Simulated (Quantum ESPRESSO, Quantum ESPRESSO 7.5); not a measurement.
# K(110), 5 layers: solver and mixing choices

Aim: which eigensolver and mixing brings K(110), 5 layers to self-consistency fastest, and whether the result stays the same.

Calculated with Quantum ESPRESSO 7.5; plane-wave DFT, PBE, GBRV ultrasoft pseudopotentials.

**1. Starting point**

The cell holds 5 atoms: 5 K. Cell: a = 4.529 Å, b = 4.529 Å, c = 30.793 Å, α = 90.0°, β = 90.0°, γ = 70.5°. It derives from K. Vacuum lies along c.

**2. Ground state: david, local-TF mixing, beta 0.4, history 8**

The first run is the reference of the series.

Input file c0.in:

```
&control
  prefix = 'c0'
  outdir = './out'
  pseudo_dir = './pseudo'
  calculation = 'scf'
  tprnfor = .true.
/
&system
  ibrav = 0
  nat = 5
  ntyp = 1
  ecutwfc = 40
  ecutrho = 200
  occupations = 'smearing'
  smearing = 'mv'
  degauss = 0.02
  assume_isolated = 'esm'
  esm_bc = 'bc1'
/
&electrons
  conv_thr = 1e-07
  mixing_beta = 0.4
  electron_maxstep = 80
  mixing_mode = 'local-TF'
  diagonalization = 'david'
  mixing_ndim = 8
/
ATOMIC_SPECIES
  K   39.0983  k_pbe_v1.4.uspp.F.UPF
CELL_PARAMETERS angstrom
  3.69816846560564 -2.61500000000000 0.00000000000000
  3.69816846560564 2.61500000000000 0.00000000000000
  0.00000000000000 0.00000000000000 30.79267386242257
ATOMIC_POSITIONS crystal
  K   0.000000000000 0.000000000000 -0.240197943324
  K   0.500000000000 0.500000000000 -0.120098971662
  K   0.000000000000 0.000000000000 0.000000000000
  K   0.500000000000 0.500000000000 0.120098971662
  K   0.000000000000 0.000000000000 0.240197943324
K_POINTS automatic
  6 6 1 0 0 0
```

Command:

```sh
$ OMP_NUM_THREADS=1 mpirun -n 4 pw.x -nk 2 -in c0.in > c0.out
```

What it wrote:

```text
Program PWSCF v.7.5 starts
[citation notice left out]

     Parallel version (MPI & OpenMP), running on       4 processor cores
     Number of MPI processes:                 4
     Threads/MPI process:                     1

     MPI processes distributed on     1 nodes
[...]
Current dimensions of program PWSCF are:
     Max number of different atomic species (ntypx) = 10
     Max number of k-points (npk) =  40000
     Max angular momentum in pseudopotentials (lmaxx) =  4
     Message from routine setup:
     using ibrav=0 with symmetry is DISCOURAGED, use correct ibrav instead

     K-points division:     npool     =       2
     R & G space division:  proc/nbgrp/npool/nimage =       2
     Subspace diagonalization in iterative solution of the eigenvalue problem:
     a serial algorithm will be used

     Parallelization info
     --------------------
     sticks:   dense  smooth     PW     G-vecs:    dense   smooth      PW
     Min         552     437    130                95986    68597   10986
     Max         553     438    131                96003    68616   11001
     Sum        1105     875    261               191989   137213   21987

     Using Slab Decomposition

     bravais-lattice index     =            0
     lattice parameter (alat)  =       8.5592  a.u.
     unit-cell volume          =    4019.1330 (a.u.)^3
     number of atoms/cell      =            5
     number of atomic types    =            1
     number of electrons       =        45.00
     number of Kohn-Sham states=           28
     kinetic-energy cutoff     =      40.0000  Ry
     charge density cutoff     =     200.0000  Ry
     scf convergence threshold =      1.0E-07
     mixing beta               =       0.4000
     number of iterations used =            8  local-TF  mixing
     Exchange-correlation=  SLA  PW   PBX  PBC
                           (   1   4   3   4   0   0   0)

     Effective Screening Medium Method
     =================================
     Boundary Conditions: Vacuum-Slab-Vacuum
     total charge in unit cell        =   0.0000
     grid points for fit at edges     =        4

     celldm(1)=   8.559161  celldm(2)=   0.000000  celldm(3)=   0.000000
     celldm(4)=   0.000000  celldm(5)=   0.000000  celldm(6)=   0.000000

     crystal axes: (cart. coord. in units of alat)
               a(1) = (   0.816497  -0.577350   0.000000 )
               a(2) = (   0.816497   0.577350   0.000000 )
               a(3) = (   0.000000   0.000000   6.798531 )

     reciprocal axes: (cart. coord. in units 2 pi/alat)
               b(1) = (  0.612372 -0.866025  0.000000 )
               b(2) = (  0.612372  0.866025 -0.000000 )
               b(3) = ( -0.000000  0.000000  0.147091 )

     PseudoPot. # 1 for K  read from file:
     ./pseudo/k_pbe_v1.4.uspp.F.UPF
     Pseudo is Ultrasoft + core correction, Zval =  9.0
     Generated by new atomic code, or converted to UPF format
     Using radial grid of  841 points,  6 beta functions with:
                l(1) =   0
                l(2) =   0
                l(3) =   1
                l(4) =   1
                l(5) =   2
                l(6) =   2
     Q(r) pseudized with  6 coefficients,  rinner =    1.500   1.500   1.500
                                                       1.500   1.500

     atomic species   valence    mass     pseudopotential
     K                 9.00    39.09830     K ( 1.00)

      8 Sym. Ops., with inversion, found

   Cartesian axes

     site n.     atom                  positions (alat units)
         1        K      tau(   1) = (   0.0000000   0.0000000  -1.6329932  )
         2        K      tau(   2) = (   0.8164966   0.0000000  -0.8164966  )
         3        K      tau(   3) = (   0.0000000   0.0000000   0.0000000  )
         4        K      tau(   4) = (   0.8164966   0.0000000   0.8164966  )
         5        K      tau(   5) = (   0.0000000   0.0000000   1.6329932  )

     number of k points=    13  Marzari-Vanderbilt smearing, width (Ry)=  0.0200
                       cart. coord. in units 2pi/alat
        k(    1) = (   0.0000000   0.0000000   0.0000000), wk =   0.0555556
        k(    2) = (   0.1020621   0.1443376   0.0000000), wk =   0.2222222
        k(    3) = (   0.2041241   0.2886751   0.0000000), wk =   0.2222222
        k(    4) = (  -0.3061862  -0.4330127   0.0000000), wk =   0.1111111
        k(    5) = (   0.2041241  -0.0000000   0.0000000), wk =   0.1111111
        k(    6) = (   0.3061862   0.1443376   0.0000000), wk =   0.2222222
        k(    7) = (  -0.2041241  -0.5773503   0.0000000), wk =   0.2222222
        k(    8) = (  -0.1020621  -0.4330127   0.0000000), wk =   0.2222222
        k(    9) = (   0.0000000  -0.2886751   0.0000000), wk =   0.1111111
        k(   10) = (   0.4082483  -0.0000000   0.0000000), wk =   0.1111111
[...]
k(   13) = (  -0.6123724   0.0000000   0.0000000), wk =   0.0555556

     Dense  grid:   191989 G-vectors     FFT dimensions: (  40,  40, 270)

     Smooth grid:   137213 G-vectors     FFT dimensions: (  36,  36, 240)

     Estimated max dynamical RAM per process >     243.32 MB

     Estimated total dynamical RAM >     926.39 MB

     Initial potential from superposition of free atoms

     starting charge      42.4829, renormalised to      45.0000

     negative rho (up, down):  1.661E-04 0.000E+00
     Starting wfcs are   40 randomized atomic wfcs

     total cpu time spent up to now is        1.7 secs

     per-process dynamical memory:    95.4 Mb

     Self-consistent Calculation

     iteration #  1     ecut=    40.00 Ry     beta= 0.40
     Davidson diagonalization with overlap
     ethr =  1.00E-02,  avg # of iterations =  4.1

     negative rho (up, down):  4.475E-03 0.000E+00

     total cpu time spent up to now is        5.0 secs

     total energy              =    -285.08510356 Ry
     estimated scf accuracy    <       0.72918321 Ry

     iteration #  2     ecut=    40.00 Ry     beta= 0.40
[...]
negative rho (up, down):  4.234E-02 0.000E+00

[...]
total energy              =    -284.72775084 Ry
     estimated scf accuracy    <       0.51026208 Ry

     iteration #  3     ecut=    40.00 Ry     beta= 0.40
[...]
negative rho (up, down):  4.293E-02 0.000E+00

[...]
total energy              =    -284.83648728 Ry
     estimated scf accuracy    <       0.04085727 Ry

     iteration #  4     ecut=    40.00 Ry     beta= 0.40
[...]
c_bands:  4 eigenvalues not converged
[...]
negative rho (up, down):  2.251E-02 0.000E+00

[...]
total energy              =    -284.88606103 Ry
     estimated scf accuracy    <       0.02963826 Ry

     iteration #  9     ecut=    40.00 Ry     beta= 0.40
[...]
negative rho (up, down):  1.646E-02 0.000E+00

[...]
total energy              =    -284.92706387 Ry
     estimated scf accuracy    <       0.01553752 Ry

     iteration # 10     ecut=    40.00 Ry     beta= 0.40
[...]
c_bands:  1 eigenvalues not converged
[...]
negative rho (up, down):  1.164E-02 0.000E+00

[...]
total energy              =    -284.94599466 Ry
     estimated scf accuracy    <       0.04336028 Ry

     iteration # 11     ecut=    40.00 Ry     beta= 0.40
[...]
negative rho (up, down):  8.265E-03 0.000E+00

[...]
total energy              =    -284.94219506 Ry
     estimated scf accuracy    <       0.06146705 Ry

     iteration # 12     ecut=    40.00 Ry     beta= 0.40
[...]
negative rho (up, down):  2.622E-03 0.000E+00

[...]
total energy              =    -284.90755960 Ry
     estimated scf accuracy    <       0.05097645 Ry

     iteration # 13     ecut=    40.00 Ry     beta= 0.40
[...]
negative rho (up, down):  8.827E-04 0.000E+00

[...]
total energy              =    -284.91431472 Ry
     estimated scf accuracy    <       0.00059019 Ry

     iteration # 14     ecut=    40.00 Ry     beta= 0.40
[...]
c_bands:  1 eigenvalues not converged
     c_bands:  1 eigenvalues not converged
     c_bands:  5 eigenvalues not converged
     c_bands:  2 eigenvalues not converged
     c_bands:  5 eigenvalues not converged
[...]
negative rho (up, down):  1.047E-03 0.000E+00

[...]
total energy              =    -284.92079921 Ry
     estimated scf accuracy    <       0.00303557 Ry

[...]
iteration # 27     ecut=    40.00 Ry     beta= 0.40
[...]
negative rho (up, down):  3.351E-06 0.000E+00

[...]
total energy              =    -284.91983261 Ry
     estimated scf accuracy    <       0.00027213 Ry

     iteration # 28     ecut=    40.00 Ry     beta= 0.40
[...]
negative rho (up, down):  5.109E-06 0.000E+00

[...]
total energy              =    -284.91987566 Ry
     estimated scf accuracy    <       0.00000700 Ry

     iteration # 29     ecut=    40.00 Ry     beta= 0.40
[...]
negative rho (up, down):  2.205E-05 0.000E+00

[...]
total energy              =    -284.91986478 Ry
     estimated scf accuracy    <       0.00000158 Ry

     iteration # 30     ecut=    40.00 Ry     beta= 0.40
[...]
c_bands:  2 eigenvalues not converged
[...]
negative rho (up, down):  2.143E-05 0.000E+00

[...]
total energy              =    -284.91986395 Ry
     estimated scf accuracy    <       0.00000094 Ry

     iteration # 31     ecut=    40.00 Ry     beta= 0.40
[...]
c_bands:  2 eigenvalues not converged
[...]
negative rho (up, down):  1.630E-05 0.000E+00

[...]
total energy              =    -284.91986785 Ry
     estimated scf accuracy    <       0.00000081 Ry

     iteration # 32     ecut=    40.00 Ry     beta= 0.40
[...]
negative rho (up, down):  1.352E-05 0.000E+00

[...]
total energy              =    -284.91987059 Ry
     estimated scf accuracy    <       0.00000055 Ry

     iteration # 33     ecut=    40.00 Ry     beta= 0.40
[...]
negative rho (up, down):  1.209E-05 0.000E+00

[...]
total energy              =    -284.91987165 Ry
     estimated scf accuracy    <       0.00000040 Ry

     iteration # 34     ecut=    40.00 Ry     beta= 0.40
[...]
negative rho (up, down):  1.049E-05 0.000E+00

[...]
End of self-consistent calculation

          k = 0.0000 0.0000 0.0000 ( 17187 PWs)   bands (ev):

   -34.7142 -34.7142 -34.5129 -34.5127 -34.4953 -18.2061 -18.2058 -18.1554
   -18.1553 -18.1502 -18.1501 -18.0078 -17.9875 -17.9727 -17.9690 -17.9565
   -17.9563 -17.9538 -17.9477 -17.9384  -4.4968  -4.2430  -3.8044  -3.2212
    -2.5467  -1.7365  -1.2410  -0.5944

          k = 0.1021 0.1443 0.0000 ( 17195 PWs)   bands (ev):

   -34.7136 -34.7136 -34.5123 -34.5121 -34.4947 -18.2044 -18.2043 -18.1666
   -18.1666 -18.1530 -18.1529 -18.0044 -17.9897 -17.9798 -17.9791 -17.9622
   -17.9614 -17.9549 -17.9532 -17.9427  -4.2353  -3.9857  -3.5531  -2.9761
    -2.3084  -1.5823  -1.0388  -0.4314

          k = 0.2041 0.2887 0.0000 ( 17193 PWs)   bands (ev):

   -34.7125 -34.7125 -34.5110 -34.5110 -34.4936 -18.2011 -18.2010 -18.1934
   -18.1932 -18.1541 -18.1540 -18.0101 -18.0041 -17.9994 -17.9885 -17.9709
   -17.9671 -17.9635 -17.9538 -17.9439  -3.4864  -3.2516  -2.8405  -2.2871
    -1.6469  -1.1282  -1.0354  -0.8496

          k =-0.3062-0.4330 0.0000 ( 17186 PWs)   bands (ev):

   -34.7119 -34.7119 -34.5104 -34.5104 -34.4931 -18.2068 -18.2067 -18.1993
   -18.1993 -18.1545 -18.1545 -18.0216 -18.0165 -18.0098 -17.9819 -17.9738
   -17.9719 -17.9642 -17.9545 -17.9438  -2.3579  -2.3454  -2.1733  -2.1244
    -1.8723  -1.6682  -1.2985  -1.2326

          k = 0.2041-0.0000 0.0000 ( 17182 PWs)   bands (ev):

   -34.7132 -34.7132 -34.5118 -34.5117 -34.4943 -18.2034 -18.2033 -18.1662
   -18.1662 -18.1619 -18.1619 -18.0038 -17.9857 -17.9794 -17.9758 -17.9728
   -17.9727 -17.9541 -17.9540 -17.9525  -4.1492  -3.9004  -3.4701  -2.8972
    -2.2344  -1.5382  -0.9686  -0.3607

          k = 0.3062 0.1443 0.0000 ( 17158 PWs)   bands (ev):

   -34.7121 -34.7121 -34.5107 -34.5106 -34.4932 -18.2004 -18.2003 -18.1906
   -18.1905 -18.1626 -18.1626 -18.0048 -18.0006 -17.9926 -17.9925 -17.9767
   -17.9739 -17.9697 -17.9537 -17.9531  -3.5660  -3.3277  -2.9136  -2.3611
    -1.7253  -1.1939  -0.6880  -0.0477

[...]
the Fermi energy is    -2.3552 ev

!    total energy              =    -284.91987309 Ry
     estimated scf accuracy    <       0.00000009 Ry
     smearing contrib. (-TS)   =      -0.00329625 Ry
     internal energy E=F+TS    =    -284.91657684 Ry

     The total energy is F=E-TS. E is the sum of the following terms:
     one-electron contribution =    4033.30750939 Ry
     hartree contribution      =   -2021.83373811 Ry
     xc contribution           =     -44.81264440 Ry
     ewald contribution        =   -2251.57770372 Ry

     convergence has been achieved in  34 iterations

     negative rho (up, down):  1.049E-05 0.000E+00

     Forces acting on atoms (cartesian axes, Ry/au):

     atom    1 type  1   force =     0.00000000    0.00000000   -0.00015550
     atom    2 type  1   force =     0.00000000    0.00000000   -0.00017042
     atom    3 type  1   force =     0.00000000    0.00000000    0.00000000
     atom    4 type  1   force =     0.00000000    0.00000000    0.00017042
     atom    5 type  1   force =     0.00000000    0.00000000    0.00015550

     Total force =     0.000326     Total SCF correction =     0.000046
     SCF correction compared to forces is large: reduce conv_thr to get better values

[...]
=------------------------------------------------------------------------------=
   JOB DONE.
=------------------------------------------------------------------------------=
[...]
```

Elapsed: 3.6 min, on 4 MPI ranks of Arm Neoverse V2, shared host; peak memory 1.1 GiB; 14 min of CPU time.

Numbers from this step:

| Item | Value |
| --- | --- |
| free energy | -3876.5324 eV |
| Fermi energy | -2.355 eV |
| vacuum line at the lower end of the cell, over the Fermi level | 2.355 eV |
| vacuum line at the upper end of the cell, over the Fermi level | 2.355 eV |

Electrostatic potential energy of an electron; zero at the Fermi level. Table of potential energy, planar mean by z:

z (Å), potential energy, planar mean (eV) and a bar from the least value:
```
      -15       2.36 ##############################
      -14       2.35 ##############################
      -13       2.35 ##############################
      -12       2.35 ##############################
      -11       2.31 ##############################
      -10       2.14 #############################
       -9       1.43 ###########################
       -8      -2.21 #################
       -7      -4.51 ##########
       -6       1.48 ###########################
       -5       1.28 ###########################
       -4      -5.73 ######
       -3      -1.08 ####################
       -2       1.75 ############################
       -1       0.52 #########################
        0      -7.84 
        1       0.52 #########################
        2       1.75 ############################
        3      -1.08 ####################
        4      -5.73 ######
        5       1.28 ###########################
        6       1.48 ###########################
        7      -4.51 ##########
        8      -2.21 #################
        9       1.43 ###########################
       10       2.14 #############################
       11       2.31 ##############################
       12       2.35 ##############################
       13       2.35 ##############################
       14       2.35 ##############################
       15       2.36 ##############################
```

The program's own clock; routines nest. Time by routine:

```csv
routine,wall time (s),calls
PWSCF,212.8,1
electrons,210.4,1
c_bands,170.4,34
cegterg,158.1,252
h_psi,113.8,2255
fftw,93.32,72198
vloc_psi,92.6,2255
sum_band,18.01,34
mix_rho,13.82,34
calbec,12.52,2521
add_vuspsi,10.47,2255
s_psi,10.43,2255
h_psi:calbec,10.37,2255
ffts,7.62,4070
```

The vacuum levels are read from the outermost 0.7 Å of the cell on either side.

The run needed 34 iterations to bring the estimated error under 1e-07 Ry.

Inside the slab this potential holds the local part of the pseudopotentials, which can be repulsive at the nuclei; only its value in the vacuum has a meaning of its own.

**3. SCF with pw.x: david, plain mixing, beta 0.4, history 8**

c1.in, as its differences from the input of step 2:

```diff
@@ -1,3 +1,3 @@
 &control
-  prefix = 'c0'
+  prefix = 'c1'
   outdir = './out'
@@ -23,3 +23,3 @@
   electron_maxstep = 80
-  mixing_mode = 'local-TF'
+  mixing_mode = 'plain'
   diagonalization = 'david'
```

Command:

```sh
$ OMP_NUM_THREADS=1 mpirun -n 4 pw.x -nk 2 -in c1.in > c1.out
```

What it wrote:

```text
[banner, memory and clock lines left out]
Program PWSCF v.7.5 starts
[...]
Message from routine setup:
[...]
number of electrons       =        45.00
     number of Kohn-Sham states=           28
     kinetic-energy cutoff     =      40.0000  Ry
     charge density cutoff     =     200.0000  Ry
[...]
number of k points=    13  Marzari-Vanderbilt smearing, width (Ry)=  0.0200
[...]
Dense  grid:   191989 G-vectors     FFT dimensions: (  40,  40, 270)
[...]
negative rho (up, down):  1.661E-04 0.000E+00
     Starting wfcs are   40 randomized atomic wfcs
[...]
estimated scf accuracy    <       0.72918321 Ry
[...]
estimated scf accuracy    <       0.24799089 Ry
[...]
estimated scf accuracy    <       3.13899992 Ry
[...]
estimated scf accuracy    <       0.00955262 Ry
[...]
estimated scf accuracy    <       0.02354371 Ry
[...]
negative rho (up, down):  2.318E-08 0.000E+00
[...]
estimated scf accuracy    <       0.09772200 Ry
[...]
negative rho (up, down):  7.882E-07 0.000E+00
[...]
estimated scf accuracy    <       0.00949997 Ry
[...]
negative rho (up, down):  3.760E-06 0.000E+00
[...]
estimated scf accuracy    <       0.00281174 Ry
[...]
negative rho (up, down):  3.481E-06 0.000E+00
[...]
estimated scf accuracy    <       0.00005450 Ry
[...]
negative rho (up, down):  3.851E-05 0.000E+00
[...]
estimated scf accuracy    <       0.00033612 Ry
[...]
negative rho (up, down):  3.793E-05 0.000E+00
[...]
estimated scf accuracy    <       0.00248061 Ry
[...]
negative rho (up, down):  3.085E-05 0.000E+00
[...]
estimated scf accuracy    <       0.00223646 Ry
[...]
negative rho (up, down):  3.129E-05 0.000E+00
[...]
estimated scf accuracy    <       0.00184235 Ry
[...]
negative rho (up, down):  3.099E-05 0.000E+00
[...]
estimated scf accuracy    <       0.00173853 Ry
[...]
negative rho (up, down):  3.034E-05 0.000E+00
[...]
estimated scf accuracy    <       0.00165704 Ry
[...]
negative rho (up, down):  2.937E-05 0.000E+00
[...]
estimated scf accuracy    <       0.00149537 Ry
[...]
negative rho (up, down):  2.520E-05 0.000E+00
[...]
estimated scf accuracy    <       0.00142109 Ry
[...]
negative rho (up, down):  2.084E-05 0.000E+00
[...]
estimated scf accuracy    <       0.00046258 Ry
[...]
negative rho (up, down):  1.676E-05 0.000E+00
[...]
estimated scf accuracy    <       0.00004056 Ry
[...]
negative rho (up, down):  1.483E-05 0.000E+00
[...]
estimated scf accuracy    <       0.00004054 Ry
[...]
negative rho (up, down):  1.370E-05 0.000E+00
[...]
estimated scf accuracy    <       0.00000135 Ry
[...]
negative rho (up, down):  1.325E-05 0.000E+00
[...]
estimated scf accuracy    <       0.00000032 Ry
[...]
negative rho (up, down):  1.304E-05 0.000E+00
[...]
estimated scf accuracy    <       0.00000058 Ry
[...]
negative rho (up, down):  1.105E-05 0.000E+00
[...]
estimated scf accuracy    <       0.00000076 Ry
[...]
negative rho (up, down):  1.115E-05 0.000E+00
[...]
estimated scf accuracy    <       0.00000033 Ry
[...]
negative rho (up, down):  1.052E-05 0.000E+00
[...]
the Fermi energy is    -2.3550 ev
!    total energy              =    -284.91987303 Ry
     estimated scf accuracy    <       0.00000009 Ry
     smearing contrib. (-TS)   =      -0.00329650 Ry
     internal energy E=F+TS    =    -284.91657654 Ry
[...]
one-electron contribution =    4033.31975834 Ry
     hartree contribution      =   -2021.84682813 Ry
     xc contribution           =     -44.81180303 Ry
     ewald contribution        =   -2251.57770372 Ry
     convergence has been achieved in  26 iterations
     negative rho (up, down):  1.052E-05 0.000E+00
[...]
Total force =     0.000531     Total SCF correction =     0.000477
[...]
```

The job ended after 2.9 min (4 MPI ranks; peak memory 1.1 GiB; 11 min of CPU time).

The program's own clock; routines nest. Time by routine:

```csv
routine,wall time (s),calls
PWSCF,171.5,1
electrons,169.1,1
c_bands,149.1,26
cegterg,137.3,195
h_psi,98.14,1925
vloc_psi,79.92,1925
fftw,79.82,62624
sum_band,13.59,26
calbec,10.68,2135
h_psi:calbec,8.98,1925
add_vuspsi,8.97,1925
s_psi,8.9,1925
newd,4.22,27
v_of_rho,1.9,27
```

Counted from each run's own zero (the Fermi level), the vacuum level differs from the first run's by -0 meV.

[end of part 1 of 4]

[Logs are printed without paths, hosts, clocks, repeated set-up lines and the standing remarks that a program may print on its own settings, such as how far it seeks lower states.]

[Hosts, paths, dates, database ids (printed as entryN), source tags and the programs' standing remarks are cut or masked in the printed files.]

[Maps of the electrostatic potential energy from Ansatz leave out the sawtooth potential of an applied field or a dipole correction, so their vacuum need not be flat; planar profiles and work functions include it.]
